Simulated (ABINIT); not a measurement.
**BaTiO3 (P4mm): changed settings of a GW run in ABINIT**

What do changed inputs do to GW on BaTiO3 (P4mm)?

Program: ABINIT 10.8.3. Level of theory: PBE and many-body steps on it, plane waves. Results are calculated unless marked as measured.

## 1. Set-up

It takes space group P4mm (No. 99, tetragonal). The conventional cell has a = 3.990 Å, b = 3.990 Å, c = 4.023 Å, α = 90.00°, β = 90.00°, γ = 90.00°. Nearest to Ba lie 12 O at 2.80 to 2.87 Å. Ti has 6 O at 1.84 to 2.18 Å nearest. Nearest to O lie 2 Ti at 1.84 to 2.18 Å and 4 Ba at 2.82 Å. Nearest to O lie 2 Ti at 2.00 Å and 4 Ba at 2.80 to 2.87 Å. Farther neighbours and most contacts between anions are not listed.

The cell and positions come from the Crystallography Open Database and are kept as given unless a step says otherwise. Spin-orbit coupling is left out unless a step names it.

## 2. Screening, 4×4×4 mesh, 108 bands, screening to 152.4 eV

This step: ABINIT 10.8.3; RPA screening on PBE, plane waves, norm-conserving pseudopotentials.

The RPA dielectric matrix is built and inverted for each q.

Input file run.abi:

```
acell 3*1.0 Angstrom
rprim 
  3.990480000000 0.000000000000 0.000000000000
  0.000000000000 3.990480000000 0.000000000000
  0.000000000000 0.000000000000 4.023030000000
ntypat 3
znucl 56 22 8
natom 5
typat 1 2 3 3 3
xred 
  0.000000000000 0.000000000000 0.000000000000
  0.500000000000 0.500000000000 0.522000000000
  0.500000000000 0.500000000000 0.979000000000
  0.500000000000 0.000000000000 0.488000000000
  0.000000000000 0.500000000000 0.488000000000
pp_dirpath "pseudos"
pseudos "Ba.upf, Ti.upf, O.upf"
ecut 38
ngkpt 4 4 4
nshiftk 1
shiftk 0 0 0
kptopt 1
chksymbreak 0
istwfk *1
occopt 1
irdwfk 1
optdriver 3
nband 108
ecuteps 5.6
inclvkb 2
awtr 1
symchi 1
indata_prefix "in"
outdata_prefix "out"
tmpdata_prefix "tmp"
```

Command:

```console
OMP_NUM_THREADS=1 mpirun -n 8 abinit run.abi > log
```

The log of the run:

```text
.Version 10.8.3 of ABINIT. v10.8.2 released Aug 2026.

 Symmetries : space group P4 m m (# 99); Bravais tP (primitive tetrag.)
[... echo of the input left out ...]
== DATASET  1 ==================================================================
-   mpi_nproc: 8, omp_nthreads: 1 (-1 if OMP is not activated)

--- !DatasetInfo
iteration_state: {dtset: 1, }
dimensions: {natom: 5, nkpt: 18, mband: 108, nsppol: 1, nspinor: 1, nspden: 1, mpw: 4868, }
cutoff_energies: {ecut:  38.0, pawecutdg:  -1.0, }
electrons: {nelect:   4.00000000E+01, charge:   0.00000000E+00, occopt:   1.00000000E+00, tsmear:   1.00000000E-02, }

 SCREENING: Calculation of the susceptibility and dielectric matrices

 Based on a program developped by R.W. Godby, V. Olevano, G. Onida, and L. Reining.
 Incorporated in ABINIT by V. Olevano, G.-M. Rignanese, and M. Torrent.
.Using double precision arithmetic ; gwpc =  8

[... cell and pseudopotentials left out ...]
--------------------------------------------------------------------------------

 ==== K-mesh for the wavefunctions ====
 Number of points in the irreducible wedge :    18
[... list of points left out ...]
 Together with  8 symmetry operations and time-reversal symmetry
 yields    64 points in the full Brillouin Zone.

 ==== Q-mesh for the screening function ====
 Number of points in the irreducible wedge :    18
[... list of points left out ...]
 Together with  8 symmetry operations and time-reversal symmetry
 yields    64 points in the full Brillouin Zone.

 setmesh: FFT mesh size selected  =    30x   30x   30
          total number of points  =        27000

 vcoul_init : cutoff-mode = AUXILIARY_FUNCTION
 q-points for optical limit:   1
     1)      0.000010    0.000020    0.000030

- screening: taking advantage of time-reversal symmetry
- Maximum band index for partially occupied states nbvw = 20
- Remaining bands to be divided among processors   nbcw = 88
- Number of bands treated by each node ~11

 Number of electrons calculated from density =   40.0000; Expected =   40.0000
 average of density, n =  0.092525
 r_s =    1.3716
 omega_plasma =   29.3417 [eV]

 calculating chi0 at frequencies [eV] :
  1    0.000000E+00    0.000000E+00
  2    0.000000E+00    2.934172E+01

--------------------------------------------------------------------------------
  q-point number  1        q = ( 0.000000, 0.000000, 0.000000) [r.l.u.]
--------------------------------------------------------------------------------
[... chi0 elements left out ...]
 For q-point:  0.000010 0.000020 0.000030
  dielectric constant =   5.7955
  dielectric constant without local fields =   6.4255

  Average fulfillment of the sum rule on Im[epsilon] for q-point    1 :     60.73  [%]
[... wings left out ...]
  q-point number  2        q = ( 0.250000, 0.000000, 0.000000) [r.l.u.]
--------------------------------------------------------------------------------
[... chi0 elements left out ...]
  Average fulfillment of the sum rule on Im[epsilon] for q-point    2 :     73.79  [%]

 [... 16 further q-points ...]
```

The job ended after 35 s (8 MPI ranks of AMD EPYC 9R45, shared host; peak memory 3 GiB).

This step gave:

```
ε∞ with local fields, on this mesh, along the program's q direction : 5.795
the same without local fields                                       : 6.426
plasma frequency                                                    : 29.34 eV
plane waves in the screening matrix                                 : 257
```

Local fields lower ε∞ by 10 %. On a Γ-centred mesh this coarse the value itself is usually too large, while a short band sum pulls it down.

## 3. Base

The self-energy is evaluated for the states that the input lists, and the levels follow from it, in one-shot runs by the linearised quasiparticle equation.

This step: G0W0 on PBE, plane waves, norm-conserving pseudopotentials.

Edit run.abi of step 2 so:

```diff
@@ -26,8 +26,17 @@
 irdwfk 1
-optdriver 3
+optdriver 4
 nband 108
+gwcalctyp 0
+ecutsigx 38
+symsigma 1
+nkptgw 2
+kptgw 
+  0.5000000000 0.5000000000 0.5000000000
+  0.0000000000 0.0000000000 0.0000000000
+bdgw 
+  18 23
+  19 23
 ecuteps 5.6
-inclvkb 2
-awtr 1
-symchi 1
+irdscr 1
+ppmodel 1
 indata_prefix "in"
```

The log of the run:

```text
.Version 10.8.3 of ABINIT. v10.8.2 released Aug 2026.

 Symmetries : space group P4 m m (# 99); Bravais tP (primitive tetrag.)
[... echo of the input left out ...]
== DATASET  1 ==================================================================
-   mpi_nproc: 8, omp_nthreads: 1 (-1 if OMP is not activated)

--- !DatasetInfo
iteration_state: {dtset: 1, }
dimensions: {natom: 5, nkpt: 18, mband: 108, nsppol: 1, nspinor: 1, nspden: 1, mpw: 4868, }
cutoff_energies: {ecut:  38.0, pawecutdg:  -1.0, }
electrons: {nelect:   4.00000000E+01, charge:   0.00000000E+00, occopt:   1.00000000E+00, tsmear:   1.00000000E-02, }

 SIGMA: Calculation of the GW corrections

 Based on a program developped by R.W. Godby, V. Olevano, G. Onida, and L. Reining.
 Incorporated in ABINIT by V. Olevano, G.-M. Rignanese, and M. Torrent.
.Using double precision arithmetic ; gwpc =  8

[... cell and pseudopotentials left out ...]
--------------------------------------------------------------------------------

 ==== K-mesh for the wavefunctions ====
 Number of points in the irreducible wedge :    18
[... list of points left out ...]
 Together with  8 symmetry operations and time-reversal symmetry
 yields    64 points in the full Brillouin Zone.

 ==== Q-mesh for screening function ====
 Number of points in the irreducible wedge :    18
[... list of points left out ...]
 Together with  8 symmetry operations and time-reversal symmetry
 yields    64 points in the full Brillouin Zone.

 vcoul_init : cutoff-mode = AUXILIARY_FUNCTION
 q-points for optical limit:   1
     1)      0.000010    0.000020    0.000030
 setmesh: FFT mesh size selected  =    45x   45x   45
          total number of points  =        91125

 Number of electrons calculated from density =   40.0000; Expected =   40.0000
 average of density, n =  0.092525
 r_s =    1.3716
 omega_plasma =   29.3417 [eV]

 === KS Band Gaps ===
  >>>> For spin  1
   Minimum direct gap =   2.2217 [eV], located at k-point      :   0.0000  0.0000  0.0000
   Fundamental gap    =   1.8512 [eV], Top of valence bands at :   0.5000  0.5000  0.5000
                                       Bottom of conduction at :   0.0000  0.0000  0.0000
 SIGMA fundamental parameters:
 PLASMON POLE MODEL  1
 number of plane-waves for SigmaX                 4865
 number of plane-waves for SigmaC and W            257
 number of plane-waves for wavefunctions          4865
 number of bands                                   108
 number of independent spin polarizations            1
 number of spinorial components                      1
 number of k-points in IBZ                          18
 number of q-points in IBZ                          18
 number of symmetry operations                       8
 number of k-points in BZ                           64
 number of q-points in BZ                           64
 number of frequencies for dSigma/dE                 9
 frequency step for dSigma/dE [eV]                0.25
 number of omega for Sigma on real axis              0
 max omega for Sigma on real axis  [eV]           0.00
 zcut for avoiding poles [eV]                     0.10

 EPSILON^-1 parameters (SCR file):
 dimension of the eps^-1 matrix on file            257
 dimension of the eps^-1 matrix used               257
 number of plane-waves for wavefunctions          4865
 number of bands                                   108
 number of q-points in IBZ                          18
 number of frequencies                               2
 number of real frequencies                          1
 number of imag frequencies                          1

 matrix elements of self-energy operator (all in [eV])

 Perturbative Calculation

--- !SelfEnergy_ee
iteration_state: {dtset: 1, }
kpoint     : [   0.500,    0.500,    0.500, ]
spin       : 1
KS_gap     :    4.248
QP_gap     :    6.107
Delta_QP_KS:    1.859
data: !SigmaeeData |
     Band     E0 <VxcDFT>   SigX SigC(E0)      Z dSigC/dE  Sig(E)    E-E0       E
       18   6.542 -19.963 -24.993   5.102   0.765  -0.307 -19.908   0.055   6.597
       19   6.542 -19.963 -24.993   5.102   0.765  -0.307 -19.908   0.055   6.597
       20   6.718 -20.008 -25.051   5.159   0.764  -0.310 -19.920   0.088   6.806
       21  10.965 -21.853 -13.090  -6.145   0.744  -0.345 -19.906   1.947  12.913
       22  10.977 -21.854 -13.211  -5.999   0.742  -0.348 -19.893   1.961  12.938
       23  10.977 -21.854 -13.211  -5.999   0.742  -0.348 -19.893   1.961  12.938

--- !SelfEnergy_ee
iteration_state: {dtset: 1, }
kpoint     : [   0.000,    0.000,    0.000, ]
spin       : 1
KS_gap     :    2.222
QP_gap     :    3.756
Delta_QP_KS:    1.534
data: !SigmaeeData |
     Band     E0 <VxcDFT>   SigX SigC(E0)      Z dSigC/dE  Sig(E)    E-E0       E
       19   6.347 -20.006 -24.534   4.620   0.770  -0.299 -19.935   0.070   6.418
       20   6.347 -20.006 -24.534   4.620   0.770  -0.299 -19.935   0.070   6.418
       21   8.569 -18.775 -11.365  -5.355   0.781  -0.281 -17.171   1.604  10.173
       22   8.936 -19.060 -12.059  -4.909   0.779  -0.283 -17.430   1.631  10.567
       23   8.936 -19.060 -12.059  -4.909   0.779  -0.283 -17.430   1.631  10.567

== END DATASET(S) ==============================================================
================================================================================

 -outvars: echo values of variables after computation  --------
           etotal      0.0000000000E+00
            nband         108
             nkpt          18
          spgroup          99
 [... the other variables as echoed above ...]

 Calculation completed.
```

Elapsed: 7.9 s, on 8 MPI ranks; peak memory 2.2 GiB; 62 s of CPU time.

Numbers from this step:

```
G0W0 gap on the points computed              : 3.367 eV
starting gap on the mesh                     : 1.851 eV
k of the valence top                         : 0.5, 0.5, 0.5
k of the conduction bottom                   : 0, 0, 0
Z at the valence top                         : 0.764
Z at the conduction bottom                   : 0.781
least direct G0W0 gap on the computed points : 3.755 eV
```

The gap on the mesh goes from 1.85 eV to 3.37 eV, a correction of +1.52 eV.

## 4. Coulomb singularity

Edit run.abi of step 3 so:

```diff
@@ -41,2 +41,3 @@
 ppmodel 1
+gw_icutcoul 7
 indata_prefix "in"
```

The log of the run:

```text
.Version 10.8.3 of ABINIT. v10.8.2 released Aug 2026.

 Symmetries : space group P4 m m (# 99); Bravais tP (primitive tetrag.)
[... echo of the input left out ...]
== DATASET  1 ==================================================================
-   mpi_nproc: 8, omp_nthreads: 1 (-1 if OMP is not activated)

--- !DatasetInfo
iteration_state: {dtset: 1, }
dimensions: {natom: 5, nkpt: 18, mband: 108, nsppol: 1, nspinor: 1, nspden: 1, mpw: 4868, }
cutoff_energies: {ecut:  38.0, pawecutdg:  -1.0, }
electrons: {nelect:   4.00000000E+01, charge:   0.00000000E+00, occopt:   1.00000000E+00, tsmear:   1.00000000E-02, }

 SIGMA: Calculation of the GW corrections

 Based on a program developped by R.W. Godby, V. Olevano, G. Onida, and L. Reining.
 Incorporated in ABINIT by V. Olevano, G.-M. Rignanese, and M. Torrent.
.Using double precision arithmetic ; gwpc =  8

[... cell and pseudopotentials left out ...]
--------------------------------------------------------------------------------

 ==== K-mesh for the wavefunctions ====
 Number of points in the irreducible wedge :    18
[... list of points left out ...]
 Together with  8 symmetry operations and time-reversal symmetry
 yields    64 points in the full Brillouin Zone.

 ==== Q-mesh for screening function ====
 Number of points in the irreducible wedge :    18
[... list of points left out ...]
 Together with  8 symmetry operations and time-reversal symmetry
 yields    64 points in the full Brillouin Zone.

 vcoul_init : cutoff-mode = AUX_GB
 q-points for optical limit:   1
     1)      0.000010    0.000020    0.000030
 setmesh: FFT mesh size selected  =    45x   45x   45
          total number of points  =        91125

 Number of electrons calculated from density =   40.0000; Expected =   40.0000
[...]
number of omega for Sigma on real axis              0
 max omega for Sigma on real axis  [eV]           0.00
 zcut for avoiding poles [eV]                     0.10

 EPSILON^-1 parameters (SCR file):
 dimension of the eps^-1 matrix on file            257
 dimension of the eps^-1 matrix used               257
 number of plane-waves for wavefunctions          4865
 number of bands                                   108
 number of q-points in IBZ                          18
 number of frequencies                               2
 number of real frequencies                          1
 number of imag frequencies                          1

 matrix elements of self-energy operator (all in [eV])

 Perturbative Calculation

--- !SelfEnergy_ee
iteration_state: {dtset: 1, }
kpoint     : [   0.500,    0.500,    0.500, ]
spin       : 1
KS_gap     :    4.248
QP_gap     :    6.109
Delta_QP_KS:    1.861
data: !SigmaeeData |
     Band     E0 <VxcDFT>   SigX SigC(E0)      Z dSigC/dE  Sig(E)    E-E0       E
       18   6.542 -19.963 -25.007   5.108   0.765  -0.308 -19.914   0.049   6.591
       19   6.542 -19.963 -25.007   5.108   0.765  -0.308 -19.914   0.049   6.591
       20   6.718 -20.008 -25.064   5.164   0.763  -0.310 -19.926   0.082   6.800
[...]
--- !SelfEnergy_ee
iteration_state: {dtset: 1, }
kpoint     : [   0.000,    0.000,    0.000, ]
spin       : 1
KS_gap     :    2.222
QP_gap     :    3.757
Delta_QP_KS:    1.535
data: !SigmaeeData |
     Band     E0 <VxcDFT>   SigX SigC(E0)      Z dSigC/dE  Sig(E)    E-E0       E
[...]
22   8.936 -19.060 -12.059  -4.915   0.779  -0.283 -17.434   1.626  10.562
       23   8.936 -19.060 -12.059  -4.915   0.779  -0.283 -17.434   1.626  10.562

== END DATASET(S) ==============================================================
================================================================================

 -outvars: echo values of variables after computation  --------
           etotal      0.0000000000E+00
            nband         108
             nkpt          18
          spgroup          99
 [... the other variables as echoed above ...]

 Calculation completed.
```

Wall time 7.9 s (8 MPI ranks); peak memory 2.2 GiB.

This step gave:

- G0W0 gap on the points computed: 3.369 eV
- starting gap on the mesh: 1.851 eV
- k of the valence top: 0.5, 0.5, 0.5
- k of the conduction bottom: 0, 0, 0
- Z at the valence top: 0.763
- Z at the conduction bottom: 0.781
- least direct G0W0 gap on the computed points: 3.758 eV

Against G0W0 in ABINIT (4×4×4 mesh, 108 bands, screening to 152.4 eV, Godby-Needs plasmon pole), the gap moves by +0.002 eV.

## 5. Side by side

Times are wall times on 8 MPI ranks of AMD EPYC 9R45, shared host, good to a factor of about two. A run's time includes the screening step that it read.

```csv
run,mesh,bands,screening cutoff (eV),DFT gap (eV),gap on the mesh (eV),direct (eV),ε∞ used,time
base,4×4×4,108,152.4,1.851,3.367,3.755,5.80,43 s
Coulomb singularity,4×4×4,108,152.4,1.851,3.369,3.758,5.80,43 s
```

## 6. Outcome

```json
{
 "base": "3.367 eV",
 "Coulomb singularity": "3.369 eV",
 "known limits": "not at the basis limit; no spin-orbit coupling; coarse k mesh"
}
```

**Reading.** Coulomb singularity: +0.002 eV against base (keys changed: gw_icutcoul). Bands and cutoff are finite, so the gap is not at the basis limit. The miss can reach some tenths of an eV and take either sign; the mesh is an error of its own. In the first G0W0 run levels were corrected at 2 k points alone, so a gap called «on the mesh» is the least over those, and an edge elsewhere would be missed. The 4×4×4 mesh is coarse for this cell, which bears on the long-range parts of exchange and screening. The many-body steps are scalar-relativistic: spin-orbit coupling is not in them.

[Paths, hosts, dates, memory and timing lines, banners, echoed tables and standing remarks are left out of the program output.]

[Logs are printed without paths, hosts, clocks, repeated set-up lines and the standing remarks that a program may print on its own settings, such as how far it seeks lower states.]

[Runs of the session that timed out or met a known fault of the program may be left out.]

[No measured gap is set beside runs whose start may be inverted or whose files or cutoffs have a known fault.]

[Hosts, paths, dates, database ids (printed as entryN), source tags and the programs' standing remarks are cut or masked in the printed files.]

[G0W0 gaps are taken among the corrected bands and points alone; a level outside them can change the order at an edge.]

[Where Ansatz stands beside ABINIT at settings called matched, ABINIT's density can come from a denser mesh and the files from another edition; pairs whose starting gaps differed by over 0.03 eV were left out, so agreement reads better than it is.]
